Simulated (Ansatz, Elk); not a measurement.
## How far do independent atoms describe ZnCd2SnTe4?

Structure refinements treat a crystal as free atoms side by side. For a made-up structure of ZnCd2SnTe4 (cell and positions from a PBEsol relaxation) the runs below show what the calculated density changes in F(hkl).

Main program and level: Elk 11.2.3 (patched build); DFT, PBE, all-electron APW+lo, Dirac cores, scalar-relativistic bands, static density, no spin.

The structure was built from a prototype and need not be the compound's stable phase.

## 1. The structure

The structure is tetragonal, space group I-42m (No. 121). Conventional cell: a = 6.640 Å, b = 6.640 Å, c = 12.631 Å, α = 90.00°, β = 90.00°, γ = 90.00°. Nearest to Te lie 1 Zn at 2.63 Å and 2 Cd at 2.83 Å and 1 Sn at 3.06 Å. Nearest to Sn lie 4 Te at 3.06 Å. Nearest to Cd lie 4 Te at 2.83 Å. Zn has 4 Te at 2.63 Å nearest. Farther neighbours and most contacts between anions are not listed.

## 2. Ground state and structure factors

An all-electron density is needed, since X-rays see the cores too. Task 0 finds the density and task 195 Fourier-transforms it; tshift is off so that phases refer to the origin typed.

The input, elk.in:

```
tasks
  0
  195

xctype
  20

spinpol
  .false.

rgkmax
  7.0

gmaxvr
  14.0

lmaxo
  7

lmaxapw
  8

swidth
  0.002

tshift
  .false.

ramdisk
  .false.

hmaxvr
  5.5

maxscl
  120

epspot
  1e-06

sppath
  './'

avec
  -6.27429383922 6.27429383922 11.93501308599
  6.27429383922 -6.27429383922 11.93501308599
  6.27429383922 6.27429383922 -11.93501308599

atoms
  4
  'Te.in'
  4
  0.6509930434 0.6509930434 0.5557295860   0.000000 0.000000 0.000000
  0.0952634574 0.0952634574 0.4442704140   0.000000 0.000000 0.000000
  0.3490069566 0.9047365426 0.0000000000   0.000000 0.000000 0.000000
  0.9047365426 0.3490069566 0.0000000000   0.000000 0.000000 0.000000
  'Sn.in'
  1
  0.5000000000 0.5000000000 -0.0000000000   0.000000 0.000000 0.000000
  'Cd.in'
  2
  0.2500000000 0.7500000000 0.5000000000   0.000000 0.000000 0.000000
  0.7500000000 0.2500000000 0.5000000000   0.000000 0.000000 0.000000
  'Zn.in'
  1
  -0.0000000000 -0.0000000000 -0.0000000000   0.000000 0.000000 0.000000

ngridk
  5 5 5
```

Run with:

```bash
OMP_NUM_THREADS=4 elk
```

Numbers of over 12 decimals in the logs are rounded to 6 here.

Log:

```text
┌─────────────────────────┐
│ Elk code version 11.2.3 │
└─────────────────────────┘

All units are atomic (Hartree, Bohr, etc.)

┌─────────────────────────────────────────────────┐
│ Ground-state run starting from atomic densities │
└─────────────────────────────────────────────────┘

Lattice vectors :
  -6.274293839       6.274293839       11.93501309
   6.274293839      -6.274293839       11.93501309
   6.274293839       6.274293839      -11.93501309

Reciprocal lattice vectors :
 -0.2210965240E-16  0.5007085632      0.2632249023
  0.5007085632     -0.2210965240E-16  0.2632249023
  0.5007085632      0.5007085632     -0.5465497380E-17

Unit cell volume      :    1879.371335
Brillouin zone volume :   0.1319857384

Muffin-tin inner radius fraction :   0.1000000000E-01

Nuclei treated as point charges

Species : 1 (Te)
 parameters loaded from : Te.in
 name : tellurium
 nuclear charge    :   -52.00000000
 electronic charge :    52.00000000
 atomic mass :    232600.5708
 muffin-tin radius :    2.558955753
 number of radial points in muffin-tin :   1193
 inner part over the whole radius :   0.9903748558E-02
 number on inner part of muffin-tin    :    850
 approximate nuclear radius :   0.8944870508E-04
 number of mesh points to nuclear radius :    430
 atomic positions (lattice), magnetic fields (Cartesian) :
  1 :   0.65099304  0.65099304  0.55572959    0.00000000  0.00000000  0.00000000
  2 :   0.09526346  0.09526346  0.44427041    0.00000000  0.00000000  0.00000000
  3 :   0.34900696  0.90473654  0.00000000    0.00000000  0.00000000  0.00000000
  4 :   0.90473654  0.34900696  0.00000000    0.00000000  0.00000000  0.00000000

Species : 2 (Sn)
 parameters loaded from : Sn.in
 name : tin
 nuclear charge    :   -50.00000000
 electronic charge :    50.00000000
 atomic mass :    216395.0922
 muffin-tin radius :    2.600000000
 number of radial points in muffin-tin :   1193
 inner part over the whole radius :   0.9914297220E-02
 number on inner part of muffin-tin    :    850
 approximate nuclear radius :   0.8828114845E-04
 number of mesh points to nuclear radius :    428
 atomic positions (lattice), magnetic fields (Cartesian) :
  1 :   0.50000000  0.50000000  0.00000000    0.00000000  0.00000000  0.00000000

Species : 3 (Cd)
 parameters loaded from : Cd.in
 name : cadmium
 nuclear charge    :   -48.00000000
 electronic charge :    48.00000000
 atomic mass :    204912.7176
 muffin-tin radius :    2.600000000
 number of radial points in muffin-tin :   1193
 inner part over the whole radius :   0.9972693929E-02
 number on inner part of muffin-tin    :    850
 approximate nuclear radius :   0.8708852602E-04
 number of mesh points to nuclear radius :    426
 atomic positions (lattice), magnetic fields (Cartesian) :
  1 :   0.25000000  0.75000000  0.50000000    0.00000000  0.00000000  0.00000000
  2 :   0.75000000  0.25000000  0.50000000    0.00000000  0.00000000  0.00000000

Species : 4 (Zn)
 parameters loaded from : Zn.in
 name : zinc
 nuclear charge    :   -30.00000000
 electronic charge :    30.00000000
 atomic mass :    119233.3130
 muffin-tin radius :    2.362113003
 number of radial points in muffin-tin :    993
 inner part over the whole radius :   0.9890055312E-02
 number on inner part of muffin-tin    :    701
 approximate nuclear radius :   0.7484757725E-04
 number of mesh points to nuclear radius :    338
 atomic positions (lattice), magnetic fields (Cartesian) :
  1 :   0.00000000  0.00000000  0.00000000    0.00000000  0.00000000  0.00000000

Total number of atoms per unit cell :    8
Total muffin-tin volume :    556.8341784
 ratio of muffin-tin to unit cell volume :   0.2962874702

Spin treatment :
 spin-unpolarised

Number of Bravais lattice symmetries :   16
Number of crystal symmetries         :    8
Crystal has no inversion symmetry
Complex Hermitian eigensolver will be used

k-point grid :      5     5     5
k-point offset :    0.000000000       0.000000000       0.000000000
[...]
(states/Hartree/unit cell)

Estimated indirect band gap :   0.2946013334E-01
 from k-point 15 to k-point 1
Estimated direct band gap   :   0.5926941097E-01
 at k-point 20

Charges :
 core                        :    246.0000000
 valence                     :    138.0000000
 interstitial                :    14.46152572
 muffin-tins (core leakage)
  species : 1 (Te)
[...]
species : 2 (Sn)
[...]
species : 3 (Cd)
[...]
species : 4 (Zn)
[...]
total in muffin-tins        :    369.5384743
 total calculated charge     :    383.9969852
 total charge                :    384.0000000
 error                       :   0.3014847263E-02

RMS change in Kohn-Sham potential (target) :   0.1192015593     (  0.1000000000E-05)
Absolute change in total energy (target)   :   0.4164105251     (  0.1000000000E-03)

[... loops 3 to 15 left out ...]

┌──────────────────┐
│ Loop number : 16 │
└──────────────────┘

Energies :
 Fermi                       :     0.154496
 sum of occupied eigenvalues :     -28022.687000779
 electron kinetic            :      48820.255438396
 core electron kinetic       :      47327.098525924
 Coulomb                     :     -93923.910021524
 Coulomb potential           :     -75210.255723694
 nuclear-nuclear             :     -4085.5399332974
 electron-nuclear            :     -104539.80735838
 Hartree                     :      14701.437270157
 Madelung                    :     -56318.782159677
 xc potential                :     -1632.6867154805
 exchange                    :     -1230.7470416031
 correlation                 :     -20.506357180141
 electron entropic           :    -0.10265071104305E-04
 total energy                :     -46354.907992176

Density of states at Fermi energy :   0.3994833867
 (states/Hartree/unit cell)

Estimated indirect band gap :   0.1940502402E-01
 from k-point 15 to k-point 1
Estimated direct band gap   :   0.5472348526E-01
 at k-point 20

Charges :
 core                        :    246.0000000
 valence                     :    138.0000000
 interstitial                :    14.34354999
 muffin-tins (core leakage)
  species : 1 (Te)
[...]
species : 2 (Sn)
[...]
species : 3 (Cd)
[...]
species : 4 (Zn)
[...]
total in muffin-tins        :    369.6564500
 total calculated charge     :    383.9969877
 total charge                :    384.0000000
 error                       :   0.3012348342E-02

RMS change in Kohn-Sham potential (target) :   0.1083245271E-06 (  0.1000000000E-05)
Absolute change in total energy (target)   :   0.9510396922E-05 (  0.1000000000E-03)

Convergence targets achieved

┌──────────────────┐
│ Loop number : 17 │
└──────────────────┘

Energies :
 Fermi                       :     0.154496
 sum of occupied eigenvalues :     -28022.687016773
 electron kinetic            :      48820.255425567
 core electron kinetic       :      47327.098519641
 Coulomb                     :     -93923.910022216
 Coulomb potential           :     -75210.255724565
 nuclear-nuclear             :     -4085.5399332974
 electron-nuclear            :     -104539.80735840
 Hartree                     :      14701.437269478
 Madelung                    :     -56318.782159934
 xc potential                :     -1632.6867177750
 exchange                    :     -1230.7470415503
 correlation                 :     -20.506357189153
 electron entropic           :    -0.10265129700040E-04
 total energy                :     -46354.908005654

Density of states at Fermi energy :   0.3994861618
 (states/Hartree/unit cell)

Estimated indirect band gap :   0.1940499412E-01
 from k-point 15 to k-point 1
Estimated direct band gap   :   0.5472347209E-01
 at k-point 20

Charges :
 core                        :    246.0000000
 valence                     :    138.0000000
 interstitial                :    14.34354985
 muffin-tins (core leakage)
  species : 1 (Te)
[...]
species : 2 (Sn)
[...]
species : 3 (Cd)
   atom 1                    :    46.62414371     (  0.2427981420E-03)
   atom 2                    :    46.62414371     (  0.2427981420E-03)
  species : 4 (Zn)
   atom 1                    :    28.83276315     (  0.1016844575E-03)
 total in muffin-tins        :    369.6564502
 total calculated charge     :    383.9969877
 total charge                :    384.0000000
 error                       :   0.3012348368E-02

┌──────────────────────────────┐
│ Self-consistent loop stopped │
└──────────────────────────────┘

Warning : core states of species 1 leak from the muffin-tin :   0.5052398966E-03

Warning : core states of species 3 leak from the muffin-tin :   0.2427981420E-03

Warning : core states of species 4 leak from the muffin-tin :   0.1016844575E-03

Wrote STATE.OUT
```

The job ended after 3.1 min (4 threads of Intel Xeon Platinum 8259CL at 2.50GHz (Skylake/Cascade Lake), shared host; peak memory 0.59 GiB; 8.6 min of CPU time).

SFACRHO.OUT:

```text

h k l indices transformed by vhmat matrix:
   1.000000000       0.000000000       0.000000000    
   0.000000000       1.000000000       0.000000000    
   0.000000000       0.000000000       1.000000000    

      h      k      l  multipl.   |H|            Re(F)            Im(F)           |F|

      0      0      0      1   0.0000000       384.00000     -0.99717157E-16   384.00000    
      1      1     -1      2  0.52644980      -20.187203     -0.14387941E-13   20.187203    
      1      0     -1      8  0.56568226       5.1599966      0.26111699E-13   5.1599966    
      0      0     -1      4  0.70810884      -9.2770872     -0.10781867E-13   9.2770872    
     -1     -1      0      4  0.88236474       156.76525      -179.04991       237.97944    
      0     -2      1      4  0.88236474       156.76525       179.04991       237.97944    
     -1     -2      2      8  0.93503754      -40.788676     -0.84717256E-13   40.788676    
     -1      1     -1      4   1.0014171      -15.818402     -0.12461925E-13   15.818402    
     -2     -2      2      2   1.0528996      -26.026197      0.64762252E-14   26.026197    
      2      0      0      8   1.1313645      -10.049325      0.10066039E-13   10.049325    
     -2      1      1      8   1.1501446      -36.575202       41.908812       55.624580    
     -1      0     -1      8   1.1501446      -36.575202      -41.908812       55.624580    
      1      3     -2      4   1.2688639      -18.542031       7.6348551       20.052380    
     -3     -1      2      4   1.2688639      -18.542031      -7.6348551       20.052380    
     -1     -2      0      8   1.3700845       3.7246314      -37.892224       38.074841    
      1      2      0      8   1.3700845       3.7246314       37.892224       38.074841    
     -3     -2      2      8   1.4081523      -34.837321      0.38873469E-17   34.837321    
      2     -2      0      4   1.4162177       283.36691     -0.55216712E-13   283.36691
```

Elk indexes on the primitive cell of elk.in and gives |H| = 4π sin θ/λ in inverse bohr. Below, one row stands for each form hkl of the conventional cell (m members, Friedel mates merged), F is for one primitive cell and the density is static (no thermal factor). Free-atom factors are Waasmaier and Kirfel's, and R is Σm||F|−|F'||/Σm|F|.

| hkl | m | sin θ/λ (Å⁻¹) | abs F, DFT | neutral atoms | diff. | abs of complex diff. |
| --- | --- | --- | --- | --- | --- | --- |
| 002 | 2 | 0.079 | 20.187 | 20.213 | -0.026 | 0.026 |
| 101 | 8 | 0.085 | 5.160 | 5.115 | +0.045 | 0.045 |
| 110 | 4 | 0.106 | 9.277 | 9.408 | -0.131 | 0.131 |
| 112 | 8 | 0.133 | 237.979 | 237.586 | +0.393 | 0.648 |
| 103 | 8 | 0.141 | 40.789 | 40.605 | +0.184 | 0.184 |
| 200 | 4 | 0.151 | 15.818 | 15.220 | +0.599 | 0.599 |
| 004 | 2 | 0.158 | 26.026 | 25.524 | +0.502 | 0.502 |
| 202 | 8 | 0.170 | 10.049 | 10.140 | -0.091 | 0.091 |
| 211 | 16 | 0.173 | 55.625 | 55.535 | +0.090 | 0.115 |
| 114 | 8 | 0.191 | 20.052 | 20.144 | -0.092 | 0.096 |
| 213 | 16 | 0.206 | 38.075 | 38.197 | -0.122 | 0.175 |
| 105 | 8 | 0.212 | 34.837 | 34.701 | +0.137 | 0.137 |
| 220 | 4 | 0.213 | 283.367 | 283.798 | -0.431 | 0.431 |
| 204 | 8 | 0.218 | 290.070 | 290.527 | -0.457 | 0.457 |
| 222 | 8 | 0.227 | 24.622 | 24.658 | -0.036 | 0.064 |
| 301 | 8 | 0.229 | 71.388 | 71.271 | +0.117 | 0.117 |
| 006 | 2 | 0.237 | 1.314 | 1.248 | +0.066 | 0.066 |
| 310 | 8 | 0.238 | 26.111 | 26.100 | +0.011 | 0.011 |
| 312 | 16 | 0.251 | 185.973 | 186.519 | -0.545 | 0.574 |
| 303 | 8 | 0.255 | 41.260 | 41.504 | -0.244 | 0.244 |
| 215 | 16 | 0.260 | 38.546 | 38.589 | -0.043 | 0.291 |
| 116 | 8 | 0.260 | 196.276 | 196.793 | -0.517 | 0.557 |

## 3. The highest occupied states alone

An energy window below the Fermi level keeps the highest occupied states, to see at which angles they scatter; shallow core shells can lie inside it and anion s states outside. No new self-consistency is needed.

elk.in: that of step 2 with these lines changed.

```diff
@@ -1,3 +1,2 @@
 tasks
-  0
   195
@@ -40,2 +39,5 @@
 
+wsfac
+  -0.396740 0.454500
+
 sppath
```

Run with:

```bash
OMP_NUM_THREADS=4 elk
```

Log:

```text
┌─────────────────────────────────┐
│ Elk code version 11.2.3 started │
└─────────────────────────────────┘

Info(readinput): the functional depends on the density's gradient
 muffin-tin radial points multiplied by    2.00000
 (not where nrmtscf is given)

┌────────────────────┐
│ Current task : 195 │
└────────────────────┘
Info(checkmt): changed muffin-tin radius of species 1 (Te) from   2.6000 to   2.5590
Info(checkmt): changed muffin-tin radius of species 4 (Zn) from   2.4000 to   2.3621

Info(sfacrho): density structure factors written to SFACRHO.OUT

 Energy window :  -0.3967400000      0.4545000000

┌──────────────────┐
│ Elk code stopped │
└──────────────────┘
```

Wall time 61 s (4 threads); peak memory 0.35 GiB; 68 s of CPU time.

States within 15 eV below the Fermi level hold 64.00 electrons; any levels below the window count with the cores. Their amplitudes can exceed the total, where window and core parts have opposite phase:

| hkl | sin θ/λ (Å⁻¹) | abs F, window | abs F, all |
| --- | --- | --- | --- |
| 002 | 0.079 | 7.616 | 20.187 |
| 101 | 0.085 | 10.289 | 5.160 |
| 110 | 0.106 | 6.108 | 9.277 |
| 112 | 0.133 | 28.759 | 237.979 |
| 103 | 0.141 | 6.859 | 40.789 |
| 200 | 0.151 | 17.605 | 15.818 |
| 004 | 0.158 | 17.246 | 26.026 |
| 202 | 0.170 | 4.529 | 10.049 |
| 211 | 0.173 | 7.248 | 55.625 |
| 114 | 0.191 | 4.027 | 20.052 |

## 4. Another functional

The difference from free atoms is small, so it is set against the change that LDA (Perdew-Wang) makes.

elk.in: that of step 3 with these lines changed.

```diff
@@ -1,2 +1,3 @@
 tasks
+  0
   195
@@ -4,3 +5,3 @@
 xctype
-  20
+  3
 
@@ -39,5 +40,2 @@
 
-wsfac
-  -0.396740 0.454500
-
 sppath
```

Run with:

```bash
OMP_NUM_THREADS=4 elk
```

Log:

```text
┌─────────────────────────┐
│ Elk code version 11.2.3 │
└─────────────────────────┘

All units are atomic (Hartree, Bohr, etc.)

┌─────────────────────────────────────────────────┐
│ Ground-state run starting from atomic densities │
└─────────────────────────────────────────────────┘

Lattice vectors :
  -6.274293839       6.274293839       11.93501309
   6.274293839      -6.274293839       11.93501309
   6.274293839       6.274293839      -11.93501309

Reciprocal lattice vectors :
 -0.2210965240E-16  0.5007085632      0.2632249023
[...]
species : 4 (Zn)
   atom 1                    :    28.84896452     (  0.1028291462E-03)
 total in muffin-tins        :    369.7156190
 total calculated charge     :    383.9969576
 total charge                :    384.0000000
 error                       :   0.3042354424E-02

┌──────────────────────────────┐
│ Self-consistent loop stopped │
└──────────────────────────────┘

Warning : core states of species 1 leak from the muffin-tin :   0.5093781137E-03

Warning : core states of species 3 leak from the muffin-tin :   0.2428504874E-03

Warning : core states of species 4 leak from the muffin-tin :   0.1028291462E-03

Wrote STATE.OUT
[key lines of the parts left out:]
total energy                :     -46314.404918534
```

Wall time 2.1 min (4 threads); peak memory 0.4 GiB; 6.2 min of CPU time.

Against the first run R = 0.03 %; the largest change is -0.096 at 228.

## 5. A coarser k-mesh

About half the k-points along each axis test the sampling.

elk.in: that of step 4 with these lines changed.

```diff
@@ -5,3 +5,3 @@
 xctype
-  3
+  20
 
@@ -68,2 +68,2 @@
 ngridk
-  5 5 5
+  2 2 2
```

Run with:

```bash
OMP_NUM_THREADS=4 elk
```

Log:

```text
┌─────────────────────────┐
│ Elk code version 11.2.3 │
└─────────────────────────┘

All units are atomic (Hartree, Bohr, etc.)

┌─────────────────────────────────────────────────┐
│ Ground-state run starting from atomic densities │
└─────────────────────────────────────────────────┘

Lattice vectors :
  -6.274293839       6.274293839       11.93501309
   6.274293839      -6.274293839       11.93501309
   6.274293839       6.274293839      -11.93501309

Reciprocal lattice vectors :
 -0.2210965240E-16  0.5007085632      0.2632249023
[...]
species : 4 (Zn)
   atom 1                    :    28.83459779     (  0.1016978748E-03)
 total in muffin-tins        :    369.6723680
 total calculated charge     :    383.9970478
 total charge                :    384.0000000
 error                       :   0.2952186882E-02

┌──────────────────────────────┐
│ Self-consistent loop stopped │
└──────────────────────────────┘

Warning : core states of species 1 leak from the muffin-tin :   0.5055691044E-03

Warning : core states of species 3 leak from the muffin-tin :   0.2427870131E-03

Warning : core states of species 4 leak from the muffin-tin :   0.1016978748E-03

Wrote STATE.OUT
[key lines of the parts left out:]
total energy                :     -46354.901257955
```

Elapsed: 1.7 min, on 4 threads; peak memory 0.51 GiB.

Against the first run R = 0.00 %; the largest change is +0.028 at 200.

## 6. Settings against the effect

| run | R against the first run (%) | R against neutral atoms, low angle (%) | wall time |
| --- | --- | --- | --- |
| PBE, rgkmax 7 | 0.00 | 0.27 | 3.1 min |
| LDA (Perdew-Wang) | 0.03 | 0.27 | 2.1 min |
| k-mesh 2×2×2 | 0.00 | 0.27 | 1.7 min |

## 7. What came out

| Quantity | Value |
| --- | --- |
| R against neutral atoms, sin θ/λ < 0.3 Å⁻¹ | 0.27 % |
| R against neutral atoms, 0.3 to 0.56 Å⁻¹ | 0.12 % |

Independent neutral atoms miss the calculated amplitudes by R = 0.27 % below 0.3 Å⁻¹ and 0.12 % from there to 0.56 Å⁻¹; by shells, 0.24 % below 0.15 Å⁻¹ (5 forms), 0.28 % 0.15 to 0.3 (23 forms), 0.09 % 0.3 to 0.45 (54 forms), 0.15 % above 0.45 (67 forms). Bonding, aspherical density and the tables' own atoms all enter these figures, and the runs don't part them. The largest change of an amplitude is +0.60 electrons, at 200. R counts amplitudes alone; phases shift too. The window's part falls from 64.0 electrons at the origin to at most 4.37 between 0.45 and 0.56 Å⁻¹, where compact states inside the window still scatter. Below 0.3 Å⁻¹ the changes that finished (LDA (Perdew-Wang) and k-mesh 2×2×2) move F by R = 0.02 % at most, against the 0.27 % that separates it from free atoms. The basis has no finished test. Part of the difference isn't bonding: the tables are fits to free atoms and ions calculated by other methods than this functional. Thermal motion, anomalous dispersion and extinction are left out.

[Logs are printed without paths, hosts, clocks, repeated set-up lines and the standing remarks that a program may print on its own settings, such as how far it seeks lower states.]

[Hosts, paths, dates, database ids (printed as entryN), source tags and the programs' standing remarks are cut or masked in the printed files.]
